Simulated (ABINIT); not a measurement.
## Li2H6Pt (Fm-3m): making up for missing bands

Can a closure trick stand in for empty bands in GW on Li2H6Pt (Fm-3m)?

Method: LDA and many-body steps on it, plane waves, in ABINIT 10.8.3.

### Step 1. The system as given

The structure is cubic, space group Fm-3m (No. 225). Conventional cell: a = 6.650 Å, b = 6.650 Å, c = 6.650 Å, α = 90.00°, β = 90.00°, γ = 90.00°. Nearest to Li lie 12 H at 2.35 Å. Nearest to H lie 1 Pt at 1.63 Å. Nearest to Pt lie 6 H at 1.63 Å. Farther neighbours, and contacts between anions beyond the nearest, are not listed.

The cell and positions are those that the Materials Project relaxed with its own functionals (PBE, PBE+U or r2SCAN), kept fixed.

### Step 2. Empty states on the mesh, 4×4×4 mesh, 76 bands

This step: ABINIT 10.8.3; DFT, LDA, plane waves, norm-conserving pseudopotentials.

The sums over transitions need many empty states on a uniform mesh; this step solves for them.

run.abi

```
acell 3*1.0 Angstrom
rprim 
  0.000000000000 3.324927160000 3.324927160000
  3.324927160000 0.000000000000 3.324927160000
  3.324927160000 3.324927160000 0.000000000000
ntypat 3
znucl 3 1 78
natom 9
typat 1 1 2 2 2 2 2 2 3
xred 
  0.750000000000 0.750000000000 0.750000000000
  0.250000000000 0.250000000000 0.250000000000
  0.754787880000 0.754787880000 0.245212120000
  0.245212120000 0.754787880000 0.245212120000
  0.754787880000 0.245212120000 0.245212120000
  0.245212120000 0.245212120000 0.754787880000
  0.754787880000 0.245212120000 0.754787880000
  0.245212120000 0.754787880000 0.754787880000
  0.000000000000 0.000000000000 0.000000000000
pp_dirpath "pseudos"
pseudos "Li.upf, H.upf, Pt.upf"
ecut 34
ngkpt 4 4 4
nshiftk 1
shiftk 0 0 0
kptopt 1
chksymbreak 0
iscf -2
irdden 1
istwfk *1
nband 76
nbdbuf 6
tolwfr 1e-09
nstep 60
prtvol 0
indata_prefix "in"
outdata_prefix "out"
tmpdata_prefix "tmp"
```

Started as:

```
> OMP_NUM_THREADS=1 mpirun -n 4 abinit run.abi > log
```

The log of the run:

```text
.Version 10.8.3 of ABINIT. v10.8.2 released Aug 2026.

 Symmetries : space group Fm -3 m (#225); Bravais cF (face-center cubic)
[... echo of the input left out ...]
== DATASET  1 ==================================================================
-   mpi_nproc: 4, omp_nthreads: 1 (-1 if OMP is not activated)

--- !DatasetInfo
iteration_state: {dtset: 1, }
dimensions: {natom: 9, nkpt: 8, mband: 76, nsppol: 1, nspinor: 1, nspden: 1, mpw: 4723, }
cutoff_energies: {ecut:  34.0, pawecutdg:  -1.0, }
[...]
1.32041    1.32041    1.32041    1.37483    1.37483    1.38264    1.38264    1.38264
   1.48013    1.48429    1.48429    1.48429    1.54656    1.61707    1.74976    1.74976
   1.74976    1.85126    1.85216    1.86913
 prteigrs : prtvol=0 or 1, do not print more k-points.

== END DATASET(S) ==============================================================
================================================================================

 -outvars: echo values of variables after computation  --------
            nband          76
             nkpt           8
          spgroup         225
 [... the other variables as echoed above ...]

 Calculation completed.
```

It took 23 s on 4 MPI ranks of Intel Xeon Platinum 8375C at 2.90GHz (Ice Lake), shared host; peak memory 0.36 GiB.

Read from the output:

```yaml
gap: 2.758 eV
k_of_the_valence_top: -0.25, 0.25, 0
k_of_the_conduction_bottom: 0.5, 0.5, 0
least_direct_gap: 4.335 eV
k_points_computed: 8
lowest_point_of_the_top_converged_band_above_the_valence_top: 42.59 eV
```

On this mesh the gap is 2.758 eV.

The density comes from a self-consistent run that is not shown.

### Step 3. Screening, 4×4×4 mesh, 70 bands, screening to 122.5 eV

The RPA dielectric matrix is built and inverted for each q.

This step: RPA screening on LDA, plane waves, norm-conserving pseudopotentials.

Changes to run.abi since step 2:

```diff
@@ -27,10 +27,11 @@
 chksymbreak 0
-iscf -2
-irdden 1
 istwfk *1
-nband 76
-nbdbuf 6
-tolwfr 1e-09
-nstep 60
-prtvol 0
+occopt 1
+irdwfk 1
+optdriver 3
+nband 70
+ecuteps 4.5
+inclvkb 2
+awtr 1
+symchi 1
 indata_prefix "in"
```

The log of the run:

```text
.Version 10.8.3 of ABINIT. v10.8.2 released Aug 2026.

 Symmetries : space group Fm -3 m (#225); Bravais cF (face-center cubic)
[... echo of the input left out ...]
== DATASET  1 ==================================================================
-   mpi_nproc: 4, omp_nthreads: 1 (-1 if OMP is not activated)

--- !DatasetInfo
iteration_state: {dtset: 1, }
dimensions: {natom: 9, nkpt: 8, mband: 70, nsppol: 1, nspinor: 1, nspden: 1, mpw: 4723, }
cutoff_energies: {ecut:  34.0, pawecutdg:  -1.0, }
electrons: {nelect:   3.00000000E+01, charge:   0.00000000E+00, occopt:   1.00000000E+00, tsmear:   1.00000000E-02, }

 SCREENING: Calculation of the susceptibility and dielectric matrices

 Based on a program developped by R.W. Godby, V. Olevano, G. Onida, and L. Reining.
 Incorporated in ABINIT by V. Olevano, G.-M. Rignanese, and M. Torrent.
.Using double precision arithmetic ; gwpc =  8

[... cell and pseudopotentials left out ...]
--------------------------------------------------------------------------------

 ==== K-mesh for the wavefunctions ====
 Number of points in the irreducible wedge :     8
[... list of points left out ...]
 Together with 48 symmetry operations and time-reversal symmetry
 yields    64 points in the full Brillouin Zone.

 ==== Q-mesh for the screening function ====
 Number of points in the irreducible wedge :     8
[... list of points left out ...]
 Together with 48 symmetry operations and time-reversal symmetry
 yields    64 points in the full Brillouin Zone.

 setmesh: FFT mesh size selected  =    32x   32x   32
          total number of points  =        32768

 vcoul_init : cutoff-mode = AUXILIARY_FUNCTION
 q-points for optical limit:   1
     1)      0.000010    0.000020    0.000030

- screening: taking advantage of time-reversal symmetry
- Maximum band index for partially occupied states nbvw = 15
- Remaining bands to be divided among processors   nbcw = 55
- Number of bands treated by each node ~13

 Number of electrons calculated from density =   30.0000; Expected =   30.0000
 average of density, n =  0.060471
 r_s =    1.5805
 omega_plasma =   23.7208 [eV]

 calculating chi0 at frequencies [eV] :
  1    0.000000E+00    0.000000E+00
  2    0.000000E+00    2.372082E+01

--------------------------------------------------------------------------------
  q-point number  1        q = ( 0.000000, 0.000000, 0.000000) [r.l.u.]
--------------------------------------------------------------------------------
[... chi0 elements left out ...]
 For q-point:  0.000010 0.000020 0.000030
  dielectric constant =   4.2183
  dielectric constant without local fields =   5.1630

  Average fulfillment of the sum rule on Im[epsilon] for q-point    1 :     55.39  [%]
[... wings left out ...]
  q-point number  2        q = ( 0.250000, 0.000000, 0.000000) [r.l.u.]
--------------------------------------------------------------------------------
[... chi0 elements left out ...]
  Average fulfillment of the sum rule on Im[epsilon] for q-point    2 :     71.32  [%]

 [... 6 further q-points ...]
```

The job ended after 25 s (4 MPI ranks; peak memory 1.1 GiB; 98 s of CPU time).

Read from the output:

```
ε∞ with local fields, on this mesh    : 4.218
ε∞ without local fields, on this mesh : 5.163
plasma frequency                      : 23.72 eV
plane waves in the screening matrix   : 259
```

Local fields lower ε∞ by 18 %.

### Step 4. 70 bands

The self-energy is evaluated for the states that the input lists, and the quasiparticle equation is solved.

This step: G0W0 on LDA, plane waves, norm-conserving pseudopotentials.

Changes to run.abi since step 3:

```diff
@@ -30,8 +30,19 @@
 irdwfk 1
-optdriver 3
+optdriver 4
 nband 70
+gwcalctyp 0
+ecutsigx 34
+symsigma 1
+nkptgw 3
+kptgw 
+  -0.2500000000 0.2500000000 0.0000000000
+  0.5000000000 0.5000000000 0.0000000000
+  0.0000000000 0.0000000000 0.0000000000
+bdgw 
+  14 17
+  14 17
+  13 19
 ecuteps 4.5
-inclvkb 2
-awtr 1
-symchi 1
+irdscr 1
+ppmodel 1
 indata_prefix "in"
```

The log of the run:

```text
.Version 10.8.3 of ABINIT. v10.8.2 released Aug 2026.

 Symmetries : space group Fm -3 m (#225); Bravais cF (face-center cubic)
[... echo of the input left out ...]
== DATASET  1 ==================================================================
-   mpi_nproc: 4, omp_nthreads: 1 (-1 if OMP is not activated)

--- !DatasetInfo
iteration_state: {dtset: 1, }
dimensions: {natom: 9, nkpt: 8, mband: 70, nsppol: 1, nspinor: 1, nspden: 1, mpw: 4723, }
cutoff_energies: {ecut:  34.0, pawecutdg:  -1.0, }
electrons: {nelect:   3.00000000E+01, charge:   0.00000000E+00, occopt:   1.00000000E+00, tsmear:   1.00000000E-02, }

 SIGMA: Calculation of the GW corrections

 Based on a program developped by R.W. Godby, V. Olevano, G. Onida, and L. Reining.
 Incorporated in ABINIT by V. Olevano, G.-M. Rignanese, and M. Torrent.
.Using double precision arithmetic ; gwpc =  8

[... cell and pseudopotentials left out ...]
--------------------------------------------------------------------------------

 ==== K-mesh for the wavefunctions ====
 Number of points in the irreducible wedge :     8
[... list of points left out ...]
 Together with 48 symmetry operations and time-reversal symmetry
 yields    64 points in the full Brillouin Zone.

 ==== Q-mesh for screening function ====
 Number of points in the irreducible wedge :     8
[... list of points left out ...]
 Together with 48 symmetry operations and time-reversal symmetry
 yields    64 points in the full Brillouin Zone.

 vcoul_init : cutoff-mode = AUXILIARY_FUNCTION
 q-points for optical limit:   1
     1)      0.000010    0.000020    0.000030
 setmesh: FFT mesh size selected  =    48x   48x   48
          total number of points  =       110592

 Number of electrons calculated from density =   30.0000; Expected =   30.0000
 average of density, n =  0.060471
 r_s =    1.5805
 omega_plasma =   23.7208 [eV]

 === KS Band Gaps ===
  >>>> For spin  1
   Minimum direct gap =   4.3344 [eV], located at k-point      :   0.5000  0.5000  0.0000
   Fundamental gap    =   2.7574 [eV], Top of valence bands at :  -0.2500  0.2500  0.0000
                                       Bottom of conduction at :   0.5000  0.5000  0.0000
 SIGMA fundamental parameters:
 PLASMON POLE MODEL  1
 number of plane-waves for SigmaX                 4693
 number of plane-waves for SigmaC and W            259
 number of plane-waves for wavefunctions          4693
 number of bands                                    70
 number of independent spin polarizations            1
 number of spinorial components                      1
 number of k-points in IBZ                           8
 number of q-points in IBZ                           8
 number of symmetry operations                      48
 number of k-points in BZ                           64
 number of q-points in BZ                           64
 number of frequencies for dSigma/dE                 9
 frequency step for dSigma/dE [eV]                0.25
 number of omega for Sigma on real axis              0
 max omega for Sigma on real axis  [eV]           0.00
 zcut for avoiding poles [eV]                     0.10

 EPSILON^-1 parameters (SCR file):
 dimension of the eps^-1 matrix on file            259
 dimension of the eps^-1 matrix used               259
 number of plane-waves for wavefunctions          4693
 number of bands                                    70
 number of q-points in IBZ                           8
 number of frequencies                               2
 number of real frequencies                          1
 number of imag frequencies                          1

 matrix elements of self-energy operator (all in [eV])

 Perturbative Calculation

--- !SelfEnergy_ee
iteration_state: {dtset: 1, }
kpoint     : [  -0.250,    0.250,    0.000, ]
spin       : 1
KS_gap     :    5.309
QP_gap     :    7.322
Delta_QP_KS:    2.014
data: !SigmaeeData |
     Band     E0 <VxcDFT>   SigX SigC(E0)      Z dSigC/dE  Sig(E)    E-E0       E
       14   0.295 -14.786 -18.648   3.018   0.799  -0.251 -15.461  -0.675  -0.380
       15   1.410 -12.321 -15.301   2.020   0.811  -0.232 -13.100  -0.779   0.632
       16   6.719 -12.843  -8.443  -2.900   0.824  -0.214 -11.608   1.235   7.954
       17   6.814 -13.436  -8.908  -2.912   0.820  -0.220 -12.111   1.324   8.138

--- !SelfEnergy_ee
iteration_state: {dtset: 1, }
kpoint     : [   0.500,    0.500,    0.000, ]
spin       : 1
KS_gap     :    4.334
QP_gap     :    6.510
Delta_QP_KS:    2.175
data: !SigmaeeData |
     Band     E0 <VxcDFT>   SigX SigC(E0)      Z dSigC/dE  Sig(E)    E-E0       E
       14  -0.167 -11.272 -14.761   2.336   0.804  -0.243 -12.200  -0.928  -1.095
       15  -0.167 -11.272 -14.761   2.336   0.804  -0.243 -12.200  -0.928  -1.095
[...]
--- !SelfEnergy_ee
iteration_state: {dtset: 1, }
kpoint     : [   0.000,    0.000,    0.000, ]
spin       : 1
KS_gap     :    6.656
QP_gap     :    8.778
Delta_QP_KS:    2.122
data: !SigmaeeData |
     Band     E0 <VxcDFT>   SigX SigC(E0)      Z dSigC/dE  Sig(E)    E-E0       E
[...]
17   8.657 -10.863  -6.051  -3.281   0.834  -0.199  -9.587   1.276   9.933
       18   8.657 -10.863  -6.051  -3.281   0.834  -0.199  -9.587   1.276   9.933
       19   8.657 -10.863  -6.051  -3.281   0.834  -0.199  -9.587   1.276   9.933

== END DATASET(S) ==============================================================
================================================================================

 -outvars: echo values of variables after computation  --------
           etotal      0.0000000000E+00
            nband          70
             nkpt           8
          spgroup         225
 [... the other variables as echoed above ...]

 Calculation completed.
```

Elapsed: 15 s, on 4 MPI ranks; peak memory 1 GiB; 60 s of CPU time.

This step gave:

```
G0W0 gap on the mesh                         : 4.783 eV
starting gap on the mesh                     : 2.758 eV
k of the valence top                         : -0.25, 0.25, 0
k of the conduction bottom                   : 0.5, 0.5, 0
Z at the valence top                         : 0.811
Z at the conduction bottom                   : 0.827
least direct G0W0 gap on the computed points : 6.51 eV
```

The gap on the mesh goes from 2.76 eV to 4.78 eV, a correction of +2.03 eV.

### Step 5. Screening, 4×4×4 mesh, 23 bands, screening to 122.5 eV

This step: RPA screening on LDA, plane waves, norm-conserving pseudopotentials.

Changes to run.abi since step 4:

```diff
@@ -30,19 +30,8 @@
 irdwfk 1
-optdriver 4
-nband 70
-gwcalctyp 0
-ecutsigx 34
-symsigma 1
-nkptgw 3
-kptgw 
-  -0.2500000000 0.2500000000 0.0000000000
-  0.5000000000 0.5000000000 0.0000000000
-  0.0000000000 0.0000000000 0.0000000000
-bdgw 
-  14 17
-  14 17
-  13 19
+optdriver 3
+nband 23
 ecuteps 4.5
-irdscr 1
-ppmodel 1
+inclvkb 2
+awtr 1
+symchi 1
 indata_prefix "in"
```

The log of the run:

```text
.Version 10.8.3 of ABINIT. v10.8.2 released Aug 2026.

 Symmetries : space group Fm -3 m (#225); Bravais cF (face-center cubic)
[... echo of the input left out ...]
== DATASET  1 ==================================================================
-   mpi_nproc: 4, omp_nthreads: 1 (-1 if OMP is not activated)

--- !DatasetInfo
iteration_state: {dtset: 1, }
dimensions: {natom: 9, nkpt: 8, mband: 23, nsppol: 1, nspinor: 1, nspden: 1, mpw: 4723, }
cutoff_energies: {ecut:  34.0, pawecutdg:  -1.0, }
electrons: {nelect:   3.00000000E+01, charge:   0.00000000E+00, occopt:   1.00000000E+00, tsmear:   1.00000000E-02, }

 SCREENING: Calculation of the susceptibility and dielectric matrices

 Based on a program developped by R.W. Godby, V. Olevano, G. Onida, and L. Reining.
 Incorporated in ABINIT by V. Olevano, G.-M. Rignanese, and M. Torrent.
.Using double precision arithmetic ; gwpc =  8

[... cell and pseudopotentials left out ...]
--------------------------------------------------------------------------------

 ==== K-mesh for the wavefunctions ====
 Number of points in the irreducible wedge :     8
[... list of points left out ...]
 Together with 48 symmetry operations and time-reversal symmetry
 yields    64 points in the full Brillouin Zone.

 ==== Q-mesh for the screening function ====
 Number of points in the irreducible wedge :     8
[... list of points left out ...]
 Together with 48 symmetry operations and time-reversal symmetry
 yields    64 points in the full Brillouin Zone.

 setmesh: FFT mesh size selected  =    32x   32x   32
          total number of points  =        32768

 vcoul_init : cutoff-mode = AUXILIARY_FUNCTION
 q-points for optical limit:   1
     1)      0.000010    0.000020    0.000030

- screening: taking advantage of time-reversal symmetry
- Maximum band index for partially occupied states nbvw = 15
- Remaining bands to be divided among processors   nbcw = 8
- Number of bands treated by each node ~2

 Number of electrons calculated from density =   30.0000; Expected =   30.0000
 average of density, n =  0.060471
 r_s =    1.5805
 omega_plasma =   23.7208 [eV]

 calculating chi0 at frequencies [eV] :
  1    0.000000E+00    0.000000E+00
  2    0.000000E+00    2.372082E+01

--------------------------------------------------------------------------------
  q-point number  1        q = ( 0.000000, 0.000000, 0.000000) [r.l.u.]
--------------------------------------------------------------------------------
[... chi0 elements left out ...]
 For q-point:  0.000010 0.000020 0.000030
  dielectric constant =   4.0550
  dielectric constant without local fields =   4.8025

  Average fulfillment of the sum rule on Im[epsilon] for q-point    1 :     12.76  [%]
[... wings left out ...]
  q-point number  2        q = ( 0.250000, 0.000000, 0.000000) [r.l.u.]
--------------------------------------------------------------------------------
[... chi0 elements left out ...]
  Average fulfillment of the sum rule on Im[epsilon] for q-point    2 :     32.22  [%]

 [... 6 further q-points ...]
```

Elapsed: 10 s, on 4 MPI ranks; peak memory 0.78 GiB; 40 s of CPU time.

Numbers from this step:

| Property | Result |
| --- | --- |
| ε∞ with local fields, on this mesh | 4.055 |
| ε∞ without local fields, on this mesh | 4.803 |
| plasma frequency | 23.72 eV |
| plane waves in the screening matrix | 259 |

(Continued in part 2 of 2.)

[Long decimals in the printed logs are rounded to 6 places.]

[Logs are printed without paths, hosts, clocks, repeated set-up lines and the standing remarks that a program may print on its own settings, such as how far it seeks lower states.]

[Paths, hosts, dates, memory and timing lines, banners, echoed tables and standing remarks are left out of the program output; an Ansatz launch command may be rebuilt from the run's recorded settings. Measured values are a selection of at most five: reports struck by readers or far from the other reports are left out. None is set beside runs whose start may be inverted or whose files or cutoffs have a known fault.]

[Runs of the session that timed out or met a known fault of the program may be left out.]

[Hosts, paths, dates, database ids (printed as entryN), source tags and the programs' standing remarks are cut or masked in the printed files.]

[G0W0 gaps are taken among the corrected bands and points alone; a level outside them can change the order at an edge.]

[Where Ansatz stands beside ABINIT at settings called matched, ABINIT's density can come from a denser mesh and the files from another edition; pairs whose starting gaps differed by over 0.03 eV were left out, so agreement reads better than it is.]
